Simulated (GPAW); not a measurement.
# free-standing triangular Ni monolayer, spacing 2.356 A: parallel, opposed and spinless runs

A self-consistent run ends on one state, which hangs on the start. Several orders of free-standing triangular Ni monolayer, spacing 2.356 A are started in GPAW and their energies compared.

Method: LDA; plane waves with GPAW's PAW setups, scalar-relativistic, in GPAW 26.7.0.

### Step 1. The system as given

The cell holds 1 atom: 1 Ni. Its edges and angles: a = 2.356 Å, b = 2.356 Å, c = 14.000 Å, α = 90.0°, β = 90.0°, γ = 120.0°. model lattice. Vacuum lies along c.

### Step 2. Run 1 (ferro +)

Parallel moments need no larger cell; this start tests for a ferromagnetic state only.

order1.py reads:

```python
import json
import numpy as np
from ase import Atoms
from ase.parallel import paropen, parprint
from gpaw import GPAW

atoms = Atoms(['Ni'],
    cell=[[2.356, 0.0, 0.0],
         [-1.178, 2.040356, 0.0],
         [0.0, 0.0, 14.0]],
    scaled_positions=[[0.0, 0.0, 0.5]],
    pbc=True,
    magmoms=[1.0])
atoms.calc = GPAW(mode={'name': 'pw', 'ecut': 550},
    xc='LDA',
    kpts={'size': (14, 14, 1), 'gamma': True},
    occupations={'name': 'fermi-dirac', 'width': 0.1},
    convergence={'density': 1e-05, 'energy': 1e-05},
    maxiter=200,
    symmetry={'tolerance': 1e-4},
    txt='order1.txt')
e = atoms.get_potential_energy(force_consistent=True)
res = {'free_energy': e, 'energy_sigma0': atoms.get_potential_energy(), 'fermi_energy': atoms.calc.get_fermi_level()}
res['moments'] = atoms.get_magnetic_moments().tolist()
res['total'] = atoms.get_magnetic_moment()
parprint('site moments (muB):', np.round(res['moments'], 3))
parprint(f"total moment: {res['total']:.3f} muB")
parprint(f'free energy: {e:.6f} eV')
atoms.calc.write('order1.gpw')
with paropen('results.json', 'w') as f:
    json.dump(res, f)
```

Started as:

```
OMP_NUM_THREADS=1 mpirun -n 2 gpaw python order1.py > order1.log
```

Log:

```text
site moments (muB): [0.858]
total moment: 0.831 muB
free energy: -6.963689 eV

--- order1.txt ---
Input parameters:
  mode=PW(ecut=550),
  convergence={'density': 1e-05, 'energy': 1e-05},
  kpts=MonkhorstPack(size=(14, 14, 1), gamma=True),
  maxiter=200,
  occupations=Occupations(name='fermi-dirac', width=0.1),
  symmetry=Symmetry(tolerance=0.0001),
  xc=XC(name='LDA')

Diagonalizing LCAO Hamiltonian
Converting LCAO to pw mode

       Ni

Atoms  # Å, Bohr magnetons
|   | symbol |        x |        y |        z |    initial magnetic moments |
|---|--------|----------|----------|----------|-----------------------------|
| 0 |     Ni | 0.000000 | 0.000000 | 7.000000 | ( 0.0000,  0.0000,  1.0000) |

Unit cell  # Å
| periodic |         x |        y |         z |   lengths |     angles |
|----------|-----------|----------|-----------|-----------|------------|
|      yes |  2.356000 | 0.000000 |  0.000000 |  2.356000 |  90.000000 |
|      yes | -1.178000 | 2.040356 |  0.000000 |  2.356000 |  90.000000 |
|      yes |  0.000000 | 0.000000 | 14.000000 | 14.000000 | 119.999998 |

Number of symmetries: 24

BZ-sampling:
  Number of BZ points: 196
  Number of IBZ points: 24

  Monkhorst-Pack size: [14, 14, 1]
  Monkhorst-Pack shift: [0.035714, 0.035714, 0.0]

K-points  # in reciprocal-cell coordinates
|     |                                coordinates |     weight |
|-----|--------------------------------------------|------------|
|   0 | (  0.00000000,   0.00000000,   0.00000000) | 0.00510204 |
|   1 | (  0.07142857,   0.00000000,   0.00000000) | 0.03061224 |
|   2 | (  0.14285714,  -0.07142857,   0.00000000) | 0.03061224 |
|   3 | (  0.14285714,   0.00000000,   0.00000000) | 0.03061224 |
|   4 | (  0.21428571,  -0.07142857,   0.00000000) | 0.06122449 |
|   5 | (  0.21428571,   0.00000000,   0.00000000) | 0.03061224 |
|   6 | (  0.28571429,  -0.14285714,   0.00000000) | 0.03061224 |
|   7 | (  0.28571429,  -0.07142857,   0.00000000) | 0.06122449 |
|   8 | (  0.28571429,   0.00000000,   0.00000000) | 0.03061224 |
|   9 | (  0.35714286,  -0.14285714,   0.00000000) | 0.06122449 |
| ... |                                            |            |
|  23 | (  0.50000000,   0.50000000,   0.00000000) | 0.01530612 |

Plane wave coefficients: 2005
Cutoff: 550.0 eV

Spin-components: 2 (collinear spins)
Bands:           12
Projectors:      6
Spin-degeneracy: 1
Datatype:        complex128

Parallelization:
  kpt:    2
  domain: 1
  band:   1

Density:
  Valence electrons: 16.0
  Components: 2
  Grid points: [14 14 80]
  Charge: 0.0  # |e|

Potential:
  Grid points: [14 14 80]

species:
  Ni:
    name:    Nickel
    Z:       28.0
    valence: 16
    core:    12
    charge:  0.0  # [|e|]
    compensation charges:
      type: gauss
      rc: 0.36  # [Å]
      lmax: 2
    cutoffs:
      filter: 2.14  # [Å]
      core: 1.98  # [Å]
    projectors
    | kind |    occ | energy [eV] | rcut [Å] |
    |------|--------|-------------|----------|
    |   4s |  2.000 |      -5.858 |    1.164 |
    |   3p |  6.000 |     -71.266 |    1.207 |
    |   4p |  0.000 |      -1.338 |    1.207 |
    |   3d |  8.000 |      -9.141 |    1.138 |
    |    s |        |      21.353 |    1.164 |
    |    d |        |      18.071 |    1.138 |

    Using partial waves for Ni as LCAO basis

Reference energy: -41300.595870  # eV

eigensolver:
  PPCG
  Converge bands: occupied
  niter=2

density mixing:
  MSR1-Mixer
  Pratt-step length: 0.05
  Maximum mixing coefficient: 0.75
  Old densities: 10
  SVD Regularization: 0.005
  Good broyden scale: 1.0
  Trust region scale: 1.0
  Backstep threshold: 4.0
  History deletion threshold: 6.0
  Fourier metric: weight=20.0, sigma=0.015

occupation numbers:
  Fermi-Dirac:
    width: 0.1000  # eV

poisson solver:
  ecut: 4400.0  # eV

xc functional:
  name: None

convergence criteria:
- Maximum integral of absolute [dens]ity change: 1e-05 electrons / valence electron
- Maximum [total energy] change in last 3 cyles: 1e-05 eV / valence electron
- Maximum integral of absolute [eigenst]ate change: 4e-08 eV^2 / valence electron
maximum number of iterations: 200

SCF iterations
|iter     |      energy | eigst |  dens |  magmom |
|---------|-------------|-------|-------|---------|
|iter:   1|       0s |   -7.262015 | +0.46 |       |  +1.0008|
|iter:   2|       0s |   -7.133162 | -0.62 | -1.13 |  +0.9850|
|iter:   3|       0s |   -6.933647 | -1.48 | -1.24 |  +0.9362|
|iter:   4|       1s |   -6.914980 | -2.28 | -1.65 |  +0.9042|
|iter:   5|       1s |   -6.915746 | -2.56 | -1.87 |  +0.8689|
|iter:   6|       2s |   -6.917590 | -3.62 | -2.29 |  +0.8568|
|iter:   7|       2s |   -6.918973 | -3.93 | -2.39 |  +0.8375|
|iter:   8|       2s |   -6.918994 | -4.85 | -3.03 |  +0.8334|
|iter:   9|       3s |   -6.919050c| -5.68 | -3.40 |  +0.8302|
|iter:  10|       3s |   -6.919061c| -6.38 | -3.80 |  +0.8296|
|iter:  11|       3s |   -6.919069c| -7.17 | -4.17 |  +0.8302|
|iter:  12|       4s |   -6.919068c| -7.72c| -4.49 |  +0.8306|
|iter:  13|       4s |   -6.919068c| -7.95c| -4.95 |  +0.8308|
|iter:  14|       4s |   -6.919068c| -8.17c| -5.43c|  +0.8307|

Converged in 14 steps
Energy contributions relative to reference atoms: (reference = -41300.595870)

Energy contributions:
  Kinetic:           4.064740
  Coulomb:          -2.652555
  Zero:              0.086051
  External:          0.000000
  Xc:               -8.372684
  Entropy:          -0.089242
  Spinorbit:         0.000000
  ----------------------------
  Free energy:      -6.963689
  Extrapolated:     -6.919068

dipole moment: (-2.426012, -4.201976, 0.000002)  # |e|*Ang

Total magnetic moment: (0.000000, 0.000000, 0.830738)

Local magnetic moments
|        x |        y |        z |
|----------|----------|----------|
| 0.000000 | 0.000000 | 0.857865 |  # Ni   0

Fermi level: -3.584
Eigenvalues  # (at kpt = [0.000, 0.000, 0.000])
| band index |      eig [eV] | occ [0-1] |      eig [eV] | occ [0-1] |
|------------|---------------|-----------|---------------|-----------|
|          0 |       -66.963 |     1.000 |       -65.997 |     1.000 |
|          1 |       -66.963 |     1.000 |       -65.997 |     1.000 |
|          2 |       -66.712 |     1.000 |       -65.710 |     1.000 |
|          3 |        -9.770 |     1.000 |        -9.611 |     1.000 |
|          4 |        -5.731 |     1.000 |        -5.027 |     1.000 |
|          5 |        -5.731 |     1.000 |        -4.941 |     1.000 |
|          6 |        -5.596 |     1.000 |        -4.941 |     1.000 |
|          7 |        -4.181 |     0.997 |        -3.189 |     0.019 |
|          8 |        -4.181 |     0.997 |        -3.189 |     0.019 |
|          9 |        -2.801 |     0.000 |        -2.794 |     0.000 |
|         10 |         1.779 |     0.000 |         1.788 |     0.000 |
|         11 |         2.808 |     0.000 |         2.802 |     0.000 |

No gap
No difference between direct/indirect transitions
```

Elapsed: 8.4 s, on 2 MPI ranks of Intel Xeon 6975P-C (Granite Rapids), shared host; peak memory 0.39 GiB; 16 s of CPU time.

Read from the output:

* magnetization: 0.8307 μB
* final state: ferromagnetic
* largest moment: 0.8579 μB

After 14 cycles the largest moment stands at 0.858 μB.

### Step 3. Order 2, typed as antiferro q=(0,1/2,0) +-

An opposed order shows whether the pairs that it reverses prefer unlike signs.

The cell is doubled to 2 atoms to hold this order. Its mesh is chosen so that both cells sample the same points.

order2.py is the script of step 2 with these lines changed:

```diff
@@ -6,12 +6,13 @@
 
-atoms = Atoms(['Ni'],
+atoms = Atoms(['Ni', 'Ni'],
     cell=[[2.356, 0.0, 0.0],
-         [-1.178, 2.040356, 0.0],
+         [-2.356, 4.080712, 0.0],
          [0.0, 0.0, 14.0]],
-    scaled_positions=[[0.0, 0.0, 0.5]],
+    scaled_positions=[[0.0, 0.0, 0.5],
+         [0.0, 0.5, 0.5]],
     pbc=True,
-    magmoms=[1.0])
+    magmoms=[1.0, -1.0])
 atoms.calc = GPAW(mode={'name': 'pw', 'ecut': 550},
     xc='LDA',
-    kpts={'size': (14, 14, 1), 'gamma': True},
+    kpts={'size': (14, 7, 1), 'gamma': True},
     occupations={'name': 'fermi-dirac', 'width': 0.1},
@@ -20,3 +21,3 @@
     symmetry={'tolerance': 1e-4},
-    txt='order1.txt')
+    txt='order2.txt')
 e = atoms.get_potential_energy(force_consistent=True)
@@ -28,3 +29,3 @@
 parprint(f'free energy: {e:.6f} eV')
-atoms.calc.write('order1.gpw')
+atoms.calc.write('order2.gpw')
 with paropen('results.json', 'w') as f:
```

Started as:

```
OMP_NUM_THREADS=1 mpirun -n 2 gpaw python order2.py > order2.log
```

Log:

```text
AssertionError: {'density': np.True_, 'energy': np.False_, 'eigenstates': True}

--- order2.txt ---
Input parameters:
  mode=PW(ecut=550),
  convergence={'density': 1e-05, 'energy': 1e-05},
  kpts=MonkhorstPack(size=(14, 7, 1), gamma=True),
  maxiter=200,
  occupations=Occupations(name='fermi-dirac', width=0.1),
  symmetry=Symmetry(tolerance=0.0001),
  xc=XC(name='LDA')

Diagonalizing LCAO Hamiltonian
Converting LCAO to pw mode

         Ni
          Ni

Atoms  # Å, Bohr magnetons
|   | symbol |         x |        y |        z |    initial magnetic moments |
|---|--------|-----------|----------|----------|-----------------------------|
| 0 |     Ni |  0.000000 | 0.000000 | 7.000000 | ( 0.0000,  0.0000,  1.0000) |
| 1 |     Ni | -1.178000 | 2.040356 | 7.000000 | ( 0.0000,  0.0000, -1.0000) |

Number of symmetries: 4

BZ-sampling:
  Number of BZ points: 98
  Number of IBZ points: 50

  Monkhorst-Pack size: [14, 7, 1]
  Monkhorst-Pack shift: [0.035714, 0.0, 0.0]

Plane wave coefficients: 3996
Cutoff: 550.0 eV

Spin-components: 2 (collinear spins)
Bands:           24
Projectors:      12
Spin-degeneracy: 1
Datatype:        complex128

Parallelization:
  kpt:    2
  domain: 1
  band:   1

Density:
  Valence electrons: 32.0
  Components: 2
  Grid points: [14 27 80]
  Charge: 0.0  # |e|

Potential:
  Grid points: [14 27 80]

[... setups left out ...]
Reference energy: -82601.191740  # eV

convergence criteria:
- Maximum integral of absolute [dens]ity change: 1e-05 electrons / valence electron
- Maximum [total energy] change in last 3 cyles: 1e-05 eV / valence electron
- Maximum integral of absolute [eigenst]ate change: 4e-08 eV^2 / valence electron
maximum number of iterations: 200

SCF iterations
|iter     |      energy | eigst |  dens |  magmom |
|---------|-------------|-------|-------|---------|
|iter:   1|       0s |  -14.403172 | +0.45 |       |  -0.0000|
|iter:   2|       4s |  -14.144502 | -0.56 | -1.10 |  -0.0000|
|iter:   3|       8s |  -13.704118 | -1.43 | -1.18 |  -0.0000|
|iter:   4|      11s |  -13.698052 | -2.29 | -1.51 |  +0.0007|
|iter:   5|      15s |  -13.768344 | -2.53 | -1.69 |  -0.0146|
|iter:   6|      19s |  -13.723206 | -2.83 | -1.47 |  +0.0036|
|iter:   7|      23s |  -13.724123 | -3.45 | -1.80 |  -0.0036|
|iter:   8|      26s |  -13.725105 | -3.42 | -2.18 |  -0.0039|
|iter:   9|      30s |  -13.726397 | -4.24 | -2.40 |  -0.0009|
|iter:  10|      34s |  -13.724507 | -4.00 | -2.43 |  -0.0041|
[... 37 iterations left out ...]
|iter:  48|     167s |  -13.722354 | -8.12c| -4.46 |  +0.0004|
|iter:  49|     171s |  -13.722447 | -8.36c| -4.69 |  +0.0005|
|iter:  50|     172s |  -13.722602c| -8.57c| -4.94 |  +0.0005|
|iter:  51|     174s |  -13.722658c| -9.46c| -4.84 |  +0.0005|
|iter:  52|     177s |  -13.722026 | -7.91c| -4.86 |  +0.0006|
|iter:  53|     181s |  -13.721907 | -8.83c| -3.98 |  +0.0006|
|iter:  54|     184s |  -13.724459 | -7.91c| -4.22 |  +0.0006|
|iter:  55|     188s |  -13.727229 | -7.79c| -4.28 |  +0.0027|
|iter:  56|     191s |  -13.724897 | -7.88c| -4.19 |  +0.0012|
|iter:  57|     195s |  -13.722080 | -8.31c| -4.58 |  +0.0004|
```

The job ended after 3.6 min (2 MPI ranks; peak memory 0.64 GiB; 6.8 min of CPU time).

The run ended with an error.

The program's message: “AssertionError: {'density': np.True_, 'energy': np.False_, 'eigenstates': True}”

### Step 4. Start 3: no spin polarisation

A run without seeds gives the zero against which the gain from the moments is read.

nospin.py reads:

```python
import json
import numpy as np
from ase import Atoms
from ase.parallel import paropen, parprint
from gpaw import GPAW

atoms = Atoms(['Ni'],
    cell=[[2.356, 0.0, 0.0],
         [-1.178, 2.040356, 0.0],
         [0.0, 0.0, 14.0]],
    scaled_positions=[[0.0, 0.0, 0.5]],
    pbc=True)
atoms.calc = GPAW(mode={'name': 'pw', 'ecut': 550},
    xc='LDA',
    kpts={'size': (14, 14, 1), 'gamma': True},
    occupations={'name': 'fermi-dirac', 'width': 0.1},
    convergence={'density': 1e-05, 'energy': 1e-05},
    maxiter=200,
    symmetry={'tolerance': 1e-4},
    txt='nospin.txt')
e = atoms.get_potential_energy(force_consistent=True)
res = {'free_energy': e, 'energy_sigma0': atoms.get_potential_energy(), 'fermi_energy': atoms.calc.get_fermi_level()}
parprint(f'free energy: {e:.6f} eV')
atoms.calc.write('nospin.gpw')
with paropen('results.json', 'w') as f:
    json.dump(res, f)
```

Started as:

```
OMP_NUM_THREADS=1 mpirun -n 2 gpaw python nospin.py > nospin.log
```

Log:

```text
free energy: -6.915109 eV

--- nospin.txt ---
Input parameters:
  mode=PW(ecut=550),
  convergence={'density': 1e-05, 'energy': 1e-05},
  kpts=MonkhorstPack(size=(14, 14, 1), gamma=True),
  maxiter=200,
  occupations=Occupations(name='fermi-dirac', width=0.1),
  symmetry=Symmetry(tolerance=0.0001),
  xc=XC(name='LDA')

Diagonalizing LCAO Hamiltonian
Converting LCAO to pw mode

       Ni

Atoms  # Å, Bohr magnetons
[...]
|------------|---------------|-----------|
|          0 |       -66.503 |     2.000 |
|          1 |       -66.503 |     2.000 |
|          2 |       -65.998 |     2.000 |
|          3 |        -9.697 |     2.000 |
|          4 |        -5.393 |     2.000 |
[...]
|          8 |        -3.577 |     0.387 |
|          9 |        -2.777 |     0.000 |
|         10 |         1.788 |     0.000 |
|         11 |         2.807 |     0.000 |

No gap
No difference between direct/indirect transitions

[key lines of the parts left out:]
Free energy:      -6.915109
Converged in 12 steps
dipole moment: (-2.420192, -4.191896, 0.000002)  # |e|*Ang
Fermi level: -3.720
```

It took 5.3 s on 2 MPI ranks; peak memory 0.35 GiB.

Read from the output:

```
final state : non-magnetic (no spin polarisation)
```

It lies 48.6 meV a seeded atom over the first start.

### Step 5. The states side by side

Energies are divided by the number of seeded atoms, so that cells of unlike size compare. Wavevectors q in the names are fractions of the reciprocal vectors of the first run's cell.

Orders:

| start | final state | typed order kept | energy over the lowest (meV a seeded atom) | largest site moment (μB) | net moment (μB a primitive cell) | mesh matched | CPU time (s) |
| --- | --- | --- | --- | --- | --- | --- | --- |
| ferro + | ferromagnetic | yes | 0 | 0.8579 | 0.8307 | yes | 16.28 |
| no spin polarisation | non-magnetic | - | 48.58 | 0 | 0 | yes | 10.17 |

### Step 6. Outcome

| Quantity | Value |
| --- | --- |
| lower run | with moments |
| largest site moment | 0.858 μB |
| next state | non-magnetic, 48.6 meV a seeded atom higher |
| energy gained by spin polarisation | 48.6 meV a seeded atom |

No opposed order could be compared. The parallel start holds moments up to 0.858 μB. 1 start gave no converged result and is missing from the ranking; a lower order may hide there. No antiferromagnetic order was obtained, so the session says nothing on how the moments order.

[Long decimals in the printed logs are rounded to 6 places.]

[Logs and program files are shortened in this print: banners, set-up blocks, solver, clock and traceback lines can be left out without a mark of their own.]

[Logs are printed without paths, hosts, clocks, repeated set-up lines and the standing remarks that a program may print on its own settings, such as how far it seeks lower states.]

[Hosts, paths, dates, database ids (printed as entryN), source tags and the programs' standing remarks are cut or masked in the printed files.]

[Where the starting crystal was built by hand or by swapping elements, it need not be the compound's stable phase.]

[Where a cell is said to come from a database of computed structures, the database is the Materials Project.]

[Runs that the program refused, that were killed for memory or that had too few empty states are not shown or counted.]

[Lattice constants of own cells that a recipe calls measured were typed without a cited source.]
